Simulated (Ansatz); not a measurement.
## NbRu (Pm-3m): following an unstable mode

Which phase does NbRu (Pm-3m) fall into along its unstable mode, and how much energy does it gain?

Calculated with Ansatz 0.2.0; DFT PBEsol, scalar-relativistic, plane waves, PAW; PAW set soft_1.

### 1. Starting point

Symmetry: Pm-3m, No. 221, cubic system. The conventional cell has a = 3.139 Å, b = 3.139 Å, c = 3.139 Å, α = 90.00°, β = 90.00°, γ = 90.00°. Nearest to Nb lie 8 Ru at 2.72 Å. Ru has 8 Nb at 2.72 Å nearest. Farther neighbours are not listed.

### 2. Response at finite wavevector

The cell comes from relaxations at this level that are not shown. Stability and thermal properties need the whole zone. Linear response on a 4×4×4 q mesh gives force constants as far as a supercell of that size would.

input.yaml

```yaml
crystal:
  lattice:
    - [3.1391803495, 0.0, 0.0]
    - [0.0, 3.1391803495, 0.0]
    - [0.0, 0.0, 3.1391803495]
  atoms:
    - { symbol: Nb, position: [0.0, 0.0, 0.0] }
    - { symbol: Ru, position: [0.5, 0.5, 0.5] }
kpoints:
  mp_grid: { grid: [16, 16, 16] }
hamiltonian:
  xc: pbesol
  pseudopotentials: { kind: paw, azcp: { folder: soft_1 }, xc_functional: pbe }
scf:
  occupations: { method: methfessel_paxton, width: 0.2 }
output:
  eigenvalues: true
phonons:
  method: dfpt
  qmesh: [4, 4, 4]
  temperatures: { t_max: 1000, t_step: 50 }
  qpath:
    path:
      - [[0.0, 0.0, 0.0], [0.0, 0.5, 0.0], [0.5, 0.5, 0.0], [0.0, 0.0, 0.0], [0.5, 0.5, 0.5], [0.0, 0.5, 0.0]]
      - [[0.5, 0.5, 0.5], [0.5, 0.5, 0.0]]
    npoints: 10
```

On the command line:

```bash
ansatz run input.yaml --threads 4 --pin off --max-ram 10240MiB --backend cpu --events-out ev --progress --plain --runs-dir out
```

Numbers of over 12 decimals in the logs are rounded to 6 here.

The log of the run:

```text
Engine: ansatz 0.2.0, x86_64-unknown-linux-gnu
Pseudopotentials: kind: paw
Pseudopotential: Nb, paw, valence charge 13, recommended cutoff 420 eV (normal), soft_1/Nb.paw.azcp
Pseudopotential: Ru, paw, valence charge 16, recommended cutoff 420 eV (normal), soft_1/Ru.paw.azcp
Functional definition: PBEsol
  exchange = pbesol_x
  correlation = pbesol_c
Crystal: 2 atoms, lattice volume = 30.935 Å³
Basis set: ecut = 420 eV, 619 PW (Γ), exchange–correlation on 48×48×48 points (8 copies of the dense FFT grid, shifted against one another)
Bands: 19, of which v1, the nominal top of the filled ones, is band 15 counted from 1 (14 counted from 0)
Symmetry: 48 space group operations
k-points: 165 of 4096
Non-local potential: Nb, projectors of the file, l = 0: 3, l = 1: 2, l = 2: 2, l = 3: 1
Non-local potential: Ru, projectors of the file, l = 0: 3, l = 1: 2, l = 2: 2, l = 3: 1
PAW form: soft (Blöchl's): semilocal exchange-correlation on the pseudo side does not see the compensation charge
PAW frozen core: Nb, regenerated for the run's functional, and the local potential with it (the file was generated under x = pbe(κ = 0.804, μ = 0.219515), c = pbe(β = 0.066725))
PAW frozen core: Ru, regenerated for the run's functional, and the local potential with it (the file was generated under x = pbe(κ = 0.804, μ = 0.219515), c = pbe(β = 0.066725))
PAW one-centre angular grid: Nb, 590 points (default); XC on 64 Gauss nodes
PAW one-centre angular grid: Ru, 590 points (default); XC on 64 Gauss nodes
Initial density: superposition of atomic densities (chi_scale 0.1, normalization cell, long waves kept (reshape's long-wave potential 0.00 eV rms))
Initial wavefunctions: pseudopotential atomic-orbital guess
Functional: x = pbesol(κ = 0.804, μ = 0.123457), c = pbesol(β = 0.046)
SCF iter   1: F=—  HF=-10314.640048 eV  |F-HF|=—  |Δ(HF+E_count)|=         —  Δρ=1.81e-1  dr2=1.33e1  ethr=3.10e-3  ⟨swp⟩=4.8  Hψ=12249  notcnv=0
preconditioner: auto → none  [metal: Δε(μ)=0.008 eV  Ē_g=5.475 eV  σ=0.200 eV  W_gap=0.03  n_scr=6 (ndim 8)  ℏωp=24.1 eV  f_vac=0.000  D(μ)=1.81/eV (n_scr^D=18)  sad-step TF]
SCF iter   2: F=—  HF=-10313.101036 eV  |F-HF|=—  |Δ(HF+E_count)|=    1.54e0  S|Δr|=    0.00e0  Δρ=1.11e-1  dr2=5.55e0  ethr=3.10e-3  ⟨swp⟩=2.3  Hψ=6776  notcnv=0  defer=2
SCF iter   3: F=—  HF=-10312.325811 eV  |F-HF|=—  |Δ(HF+E_count)|=   7.75e-1  S|Δr|=    0.00e0  Δρ=1.47e-2  dr2=3.88e-2  ethr=3.10e-3  ⟨swp⟩=2.1  Hψ=5226  notcnv=0  defer=2
SCF iter   4: F=—  HF=-10312.320247 eV  |F-HF|=—  |Δ(HF+E_count)|=   5.56e-3  S|Δr|=    0.00e0  Δρ=2.76e-3  dr2=8.83e-4  ethr=1.34e-4  ⟨swp⟩=1.2  Hψ=4825  notcnv=0
SCF iter   5: F=—  HF=-10312.320384 eV  |F-HF|=—  |Δ(HF+E_count)|=   1.38e-4  S|Δr|=    0.00e0  Δρ=7.85e-4  dr2=2.74e-4  ethr=3.05e-6  ⟨swp⟩=2.0  Hψ=5226  notcnv=0
SCF iter   6: F=—  HF=-10312.320361 eV  |F-HF|=—  |Δ(HF+E_count)|=   2.38e-5  S|Δr|=    0.00e0  Δρ=9.28e-5  dr2=3.36e-6  ethr=9.45e-7  ⟨swp⟩=1.0  Hψ=3138  notcnv=0
SCF iter   7: F=—  HF=-10312.320362 eV  |F-HF|=—  |Δ(HF+E_count)|=   9.39e-7  S|Δr|=    0.00e0  Δρ=1.72e-5  dr2=1.26e-7  ethr=1.16e-8  ⟨swp⟩=1.1  Hψ=3213  notcnv=0
SCF iter   8: F=—  HF=-10312.320360 eV  |F-HF|=—  |Δ(HF+E_count)|=   1.48e-6  S|Δr|=    0.00e0  Δρ=1.54e-6  dr2=8.92e-10  ethr=4.34e-10  ⟨swp⟩=1.9  Hψ=4144  notcnv=0
SCF iter   9: F=-10312.320360 eV  HF=-10312.320360 eV  |F-HF|=3.64e-12  |Δ(HF+E_count)|=  6.55e-11  S|Δr|=    0.00e0  Δρ=1.59e-7  dr2=1.17e-12  ethr=1.00e-12  ⟨swp⟩=4.2  Hψ=15263  notcnv=0
the search or the solves at the SCF's close seem to have found levels that the self-consistency loop had missed (the run counts 1). By its estimate they hold under 1e-12 electrons; where the run keeps them, the occupations were computed again with them
SCF 1 converged in 9 iterations: F = -10312.320360 eV  dr2 = 1.17e-12
  greatest PAW one-centre occupation: 1.000 electrons in one spin orbital (limit 2), on the Ru atom at site 1 (counted from 0), in its partial waves of l = 0
phonons: the bands overlap, so this run is a metal and interpolates without the dipole-dipole term. If the crystal is really an insulator or semiconductor, its LO-TO splitting is missing
NSCF: frozen V_eff on 165 k-points
NSCF: frozen V_eff on 405 k-points
DFPT response loops at q = (0, 0, 0) (fractional): preconditioner auto → Kerker (q_TF=auto, 2.699 Å⁻¹) (partly filled bands, converged f_vac=0.000); β = 1.00, the filter's whole step (`scf.mixing.beta` (0.50) is not read by the response loops under this deck's `scf.mixing.preconditioner`; to damp them name `kerker` or `kerker_dos`, under which they read `scf.mixing.beta`, and type it under 1.00, their step now; both keys bind the ground state too); Broyden in place of MSR1
NSCF: frozen V_eff on 2592 k-points
DFPT response loops at q = (0, 0, 0.25) (fractional): mixed as the last ones told, above
NSCF: frozen V_eff on 1458 k-points
DFPT response loops at q = (0, 0, -0.5) (fractional): mixed as the last ones told, above
NSCF: frozen V_eff on 4608 k-points
DFPT response loops at q = (0, 0.25, 0.25) (fractional): mixed as the last ones told, above
NSCF: frozen V_eff on 2592 k-points
DFPT response loops at q = (0, 0.25, -0.5) (fractional): mixed as the last ones told, above
NSCF: frozen V_eff on 1458 k-points
DFPT response loops at q = (0, -0.5, -0.5) (fractional): mixed as the last ones told, above
NSCF: frozen V_eff on 4352 k-points
DFPT response loops at q = (0.25, 0.25, 0.25) (fractional): mixed as the last ones told, above
NSCF: frozen V_eff on 4608 k-points
DFPT response loops at q = (0.25, 0.25, -0.5) (fractional): mixed as the last ones told, above
NSCF: frozen V_eff on 2592 k-points
DFPT response loops at q = (0.25, -0.5, -0.5) (fractional): mixed as the last ones told, above
NSCF: frozen V_eff on 810 k-points
DFPT response loops at q = (-0.5, -0.5, -0.5) (fractional): mixed as the last ones told, above
SCF converged after 9 iterations
Stability not checked: this state was not tested for a lower state beside it, because cold or Methfessel-Paxton smearing, or corrected tetrahedra, fill the levels in a way that the test cannot read (fill_not_monotonic; see scf.lower_state_search)
Free energy (F): -10312.320360 eV
Harris-Foulkes:  -10312.320360 eV  (|F-HF|=3.64e-12)
Internal energy: -10312.316716 eV  (E = F + TS)
E sigma→0 (E₀):  -10312.319449 eV
Entropy (-TS):   -0.003644 eV (-1.822 meV/atom)
Fermi energy:    21.345803 eV
--- Per-component energies (eV) ---
  E_band       = -130.035074
  E_kinetic    = 834.476490
  E_local      = -1998.967314  (includes V_loc(G=0)·N_el)
  E_nonlocal   = 511.301902
  E_hartree    = 672.443564
  E_xc         = -334.466853
  E_vxc        = -415.556045  (∫ρ·V_xc dr)
  E_paw        = -6466.747792  (= ΣΔE_a)
  E_vpaw       = -406.177915  (= ΣTr[D̂ρ^β])
  E_aug_tail   = 0.000657  (compensation charges beyond the density's cutoff)
  E_ewald      = -3530.799376
  E_core_change = 0.442006  (= ΣΔE_core)
  E_smearing   = -0.003644  (= −TS)
  E_closure    = 0.000000  (closes the sum)
  Σ components = -10312.320360   (vs F -10312.320360, Δ=0.00e0)
--- Band table (eV; the first three rows and the last of 165) ---
  k-point 0: bands = [... 11 lower, 18.9474, 18.9474, 18.9474, 22.1978, 22.1978, 24.9255, 24.9255, 24.9255]
  k-point 1: bands = [... 11 lower, 18.9409, 18.9409, 18.9768, 22.0967, 22.2349, 24.6730, 24.6730, 24.8647]
  k-point 2: bands = [... 11 lower, 18.9252, 18.9252, 19.0633, 21.8071, 22.3407, 24.0716, 24.0716, 24.6901]
  k-point 164: bands = [... 11 lower, 18.3306, 18.3306, 18.3306, 21.1608, 21.1608, 24.8791, 24.8791, 28.5792]
--- Phonons (Γ-DFPT): 2 representative perturbations + reference (Σ response iterations 6) ---
  ASR residual: 9.677e-5 → 0.000e0 eV/Å²; symmetrization residual: 9.814e-6 eV/Å²
  ASR residual per site (eV/Å²): 1.16e-5 9.68e-5
  Γ frequencies (cm⁻¹): 0.00 0.00 0.00 128.84 128.84 128.84
--- Phonons (arbitrary-q DFPT): 10 irreducible q on the 4×4×4 mesh ---
  q = [0.0000, 0.0000, 0.0000] (star 1, of the zone-centre solve; hermiticity 6.64e-6, symmetrization 2.17e-12): -0.00 -0.00 0.00 128.84 128.84 128.84
  q = [0.0000, 0.0000, 0.2500] (star 6, 4 solved perturbations in 4032 linear systems a pass and spin channel, the states on 1296 of 4096 k-point pairs; hermiticity 3.29e-6, symmetrization 3.50e-13): 56.02 56.02 73.15 136.44 136.44 144.90
  q = [0.0000, 0.0000, -0.5000] (star 3, 4 solved perturbations in 2268 linear systems a pass and spin channel, the states on 729 of 4096 k-point pairs; hermiticity 7.22e-14, symmetrization 6.10e-13): -56.48 -56.48 95.10 132.18 132.18 160.58
  q = [0.0000, 0.2500, 0.2500] (star 12, 4 solved perturbations in 7056 linear systems a pass and spin channel, the states on 2304 of 4096 k-point pairs; hermiticity 2.65e-6, symmetrization 1.35e-13): -120.55 -77.40 57.80 117.57 168.11 187.06
  q = [0.0000, 0.2500, -0.5000] (star 12, 6 solved perturbations on 1296 of 4096 k-point pairs; hermiticity 1.53e-6, symmetrization 2.06e-14): -136.86 -109.17 -36.07 132.38 200.17 211.51
  q = [0.0000, -0.5000, -0.5000] (star 3, 4 solved perturbations in 2268 linear systems a pass and spin channel, the states on 729 of 4096 k-point pairs; hermiticity 2.30e-7, symmetrization 1.74e-13): -128.24 -128.24 -59.61 125.20 216.11 216.11
  q = [0.2500, 0.2500, 0.2500] (star 8, 2 solved perturbations on 2176 of 4096 k-point pairs; hermiticity 1.19e-6, symmetrization 7.05e-13): -164.54 -75.95 -75.95 174.08 174.08 177.83
  q = [0.2500, 0.2500, -0.5000] (star 12, 4 solved perturbations in 7056 linear systems a pass and spin channel, the states on 2304 of 4096 k-point pairs; hermiticity 2.12e-6, symmetrization 1.72e-13): -120.55 -88.60 14.80 159.57 181.00 196.76
  q = [0.2500, -0.5000, -0.5000] (star 6, 4 solved perturbations in 4032 linear systems a pass and spin channel, the states on 1296 of 4096 k-point pairs; hermiticity 3.25e-7, symmetrization 1.69e-13): -59.55 -59.55 20.33 148.79 194.44 194.44
  q = [-0.5000, -0.5000, -0.5000] (star 1, 2 solved perturbations on 405 of 4096 k-point pairs; hermiticity 1.96e-13, symmetrization 1.63e-12): 103.52 103.52 103.52 152.81 152.81 152.81
  sum rule: each row above includes the acoustic sum rule's correction from the zone centre's row sums; it moved no ω² by more than (0.51 cm⁻¹)²
  mesh force constants: q→R imaginary residual 4.59e-18; ASR residual 9.677e-5 → 0.000e0 eV/Å²; symmetrization residual 4.441e-15 eV/Å²
  interpolated dispersion: 62 rows × 6 modes
  density of states and harmonic sums: on the 20×20×20 q-mesh, interpolated from the force constants of a 4×4×4 supercell (no non-analytic term)
  largest difference from the sums on the solved wave vectors: F 5.88e-2 eV, S 8.03e-5 and C_V 2.15e-5 eV/K
  zero-point energy: 0.033180 eV/cell   skipped modes (ω ≤ 0): 639, of them read as no rigid motion or as one in doubt: 636 (2.405e0 modes/cell left out, lowest -164.54 cm⁻¹)   left out of the sums: 4.01e-1 of the cell's modes: C_V's classical limit lies that fraction below 3 k_B per atom; for a crystal, a wire or a layer, F and S can be off by more, and a phonons.interpolated_qmesh denser along its periods is the remedy for the sampling
```

Elapsed: 6.1 min, on 4 threads of AMD EPYC 9R14 (Zen 4), shared host; peak memory 3.3 GiB; 23 min of CPU time.

This step gave:

- volume per atom: 15.47 Å³
- gap on the k-mesh: 0 eV
- sum-rule residual before enforcement: 9.68e-5 eV/Å²
- lowest frequency on the path: -164.5 cm⁻¹
- point group: m-3m
- highest frequency on the path or at a solved wavevector: 217.4 cm⁻¹
- highest optical mode at the zone centre (no LO-TO term): 128.8 cm⁻¹
- lowest optical zone-centre mode: 128.8 cm⁻¹
- lowest mode on the q mesh (acoustic modes at Γ apart): -164.5 cm⁻¹

Frequencies (cm⁻¹) solved at each irreducible wavevector; negative means imaginary. Frequencies by wavevector, by row:

| q in reciprocal lattice units | star | mode 1 | mode 2 | mode 3 | mode 4 | mode 5 | mode 6 |
| --- | --- | --- | --- | --- | --- | --- | --- |
| 0 0 0 | 1 | 0 | 0 | 0 | 128.8 | 128.8 | 128.8 |
| 0 0 0.25 | 6 | 56 | 56 | 73.2 | 136.4 | 136.4 | 144.9 |
| 0 0 -0.5 | 3 | -56.5 | -56.5 | 95.1 | 132.2 | 132.2 | 160.6 |
| 0 0.25 0.25 | 12 | -120.5 | -77.4 | 57.8 | 117.6 | 168.1 | 187.1 |
| 0 0.25 -0.5 | 12 | -136.9 | -109.2 | -36.1 | 132.4 | 200.2 | 211.5 |
| 0 -0.5 -0.5 | 3 | -128.2 | -128.2 | -59.6 | 125.2 | 216.1 | 216.1 |
| 0.25 0.25 0.25 | 8 | -164.5 | -76 | -76 | 174.1 | 174.1 | 177.8 |
| 0.25 0.25 -0.5 | 12 | -120.5 | -88.6 | 14.8 | 159.6 | 181 | 196.8 |
| 0.25 -0.5 -0.5 | 6 | -59.5 | -59.5 | 20.3 | 148.8 | 194.4 | 194.4 |
| -0.5 -0.5 -0.5 | 1 | 103.5 | 103.5 | 103.5 | 152.8 | 152.8 | 152.8 |

Interpolated from a 4×4×4 q mesh. Phonon branches along the path, in cm⁻¹:

```
    point  branch 1  branch 2  branch 3  branch 4  branch 5  branch 6
        Γ         0         0         0       129       129       129
  halfway        56        56        73       136       136       145
        X       -56       -56        95       132       132       161
  halfway      -137      -109       -36       132       200       212
        M      -128      -128       -60       125       216       216
  halfway      -121       -77        58       118       168       187
        Γ         0         0         0       129       129       129
  halfway      -164       -76       -76       174       174       178
        R       104       104       104       153       153       153
  halfway      -121       -89        15       160       181       197
        X       -56       -56        95       132       132       161
jump to R       104       104       104       153       153       153
  halfway       -60       -60        20       149       194       194
        M      -128      -128       -60       125       216       216
```

The phonon branches as a text plot (rows in cm⁻¹):

```
    209 |          ********                                   ***
    194 |         **       ***                     *****     *
    178 |         *           *         *****    ********  **
    162 |     ****           * *     ***   ***  *****    **
    146 |   **   *            * *   ***       **     **** ****
    130 |******************   ******                    **    ***
    114 |                  *** **  **
     98 |      **                            *****       **
     82 |    **                             **  * *        *
     66 |  **    *            * *   *            *         *
     50 | ****               * **  *             * *    *   *
     34 | *   *            **  * *         *
     18 |*                      ** **             * *       **
      3 |                         *
    -13 |
    -29 |                 *    *
    -45 |      *  *****  *           **     *        **       *
    -61 |       **     **     *        * **       **   ***   * **
    -77 |        **          **         *               *
    -93 |          *       **        **            ****
   -109 |         * *     *                *           *      *
   -125 |          * *****   *                      ***        **
   -141 |           ***  ****            **
   -157 |                              **
         Γ      X      M          Γ            R        X|R     M
```

Symmetry leaves 10 wavevectors to solve. The lowest mode among them, the acoustic zeros apart, lies at q = (0.25, 0.25, 0.25) and is imaginary, 164.5i cm⁻¹, so the energy falls along it.

### 3. The mode frozen in, largest atomic shift 0 Å

The mode followed lies at q = (0.25, 0.25, 0.25) with frequency 164.5i cm⁻¹, the softest among the wavevectors solved. At small amplitude the distorted cell has space group no. 166 by a symmetry search on the positions. The undistorted cell that holds it gives the zero of energy on the same k mesh.

System of this step: NbRu. The structure is cubic, space group Pm-3m (No. 221). Conventional cell: a = 3.139 Å, b = 3.139 Å, c = 3.139 Å, α = 90.00°, β = 90.00°, γ = 90.00°. Nearest to Nb lie 8 Ru at 2.72 Å. Nearest to Ru lie 8 Nb at 2.72 Å. Farther neighbours are not listed.

input.yaml

```yaml
crystal:
  lattice:
    - [-3.1391803495, 0.0, 3.1391803495]
    - [-3.1391803495, 3.1391803495, 0.0]
    - [-6.278360699, -3.1391803495, -3.1391803495]
  atoms:
    - { symbol: Nb, position: [0.5, 0.5, 0.5] }
    - { symbol: Nb, position: [0.25, 0.25, 0.25] }
    - { symbol: Nb, position: [0.0, 0.0, 1.0] }
    - { symbol: Nb, position: [0.75, 0.75, 0.75] }
    - { symbol: Ru, position: [0.875, 0.875, 0.375] }
    - { symbol: Ru, position: [0.625, 0.625, 0.125] }
    - { symbol: Ru, position: [0.375, 0.375, 0.875] }
    - { symbol: Ru, position: [0.125, 0.125, 0.625] }
kpoints:
  mp_grid: { grid: [10, 10, 10] }
hamiltonian:
  xc: pbesol
  pseudopotentials: { kind: paw, azcp: { folder: soft_1 }, xc_functional: pbe }
scf:
  occupations: { method: methfessel_paxton, width: 0.2 }
output:
  forces: true
  stress: true
  eigenvalues: true
```

The log of the run:

```text
[...]
Crystal: 8 atoms, lattice volume = 123.740 Å³
Basis set: ecut = 420 eV, 2437 PW (Γ), exchange–correlation on 60×60×108 points (8 copies of the dense FFT grid, shifted against one another)
Bands: 70, of which v1, the nominal top of the filled ones, is band 58 counted from 1 (57 counted from 0)
Symmetry: 48 space group operations
[...]
k-points: 116 of 1000
[...]
k-point 0: bands = [... 54 lower, 18.9472, 18.9474, 21.1602, 21.1602, 22.1977, 22.1977, 22.2245, 22.2245, ... 8 higher]
  k-point 1: bands = [... 54 lower, 18.9334, 18.9823, 21.1767, 21.1767, 22.1733, 22.1733, 22.1826, 22.1826, ... 8 higher]
  k-point 2: bands = [... 54 lower, 18.8913, 19.0846, 21.2262, 21.2262, 22.0584, 22.0584, 22.0958, 22.0958, ... 8 higher]
  k-point 115: bands = [... 54 lower, 19.7458, 19.7458, 20.9116, 20.9116, 21.4658, 21.4658, 21.4830, 21.4830, ... 8 higher]
[key lines of the parts left out:]
SCF converged after 9 iterations
Free energy (F): -41249.286899 eV
Fermi energy:    21.345557 eV
P = ⅓ Tr σ = -0.0307 GPa (-0.307 kbar)
```

The job ended after 8.7 s (4 threads; peak memory 1 GiB).

This step gave:

| Item | Value |
| --- | --- |
| pressure | -0.03069 GPa |
| energy from the undistorted cell | 0 meV/atom |

The run ends at a pressure of -0.03 GPa.

[end of part 1 of 2]

[Logs are printed without paths, hosts, clocks, repeated set-up lines and the standing remarks that a program may print on its own settings, such as how far it seeks lower states.]

[Hosts, paths, dates, database ids (printed as entryN), source tags and the programs' standing remarks are cut or masked in the printed files.]
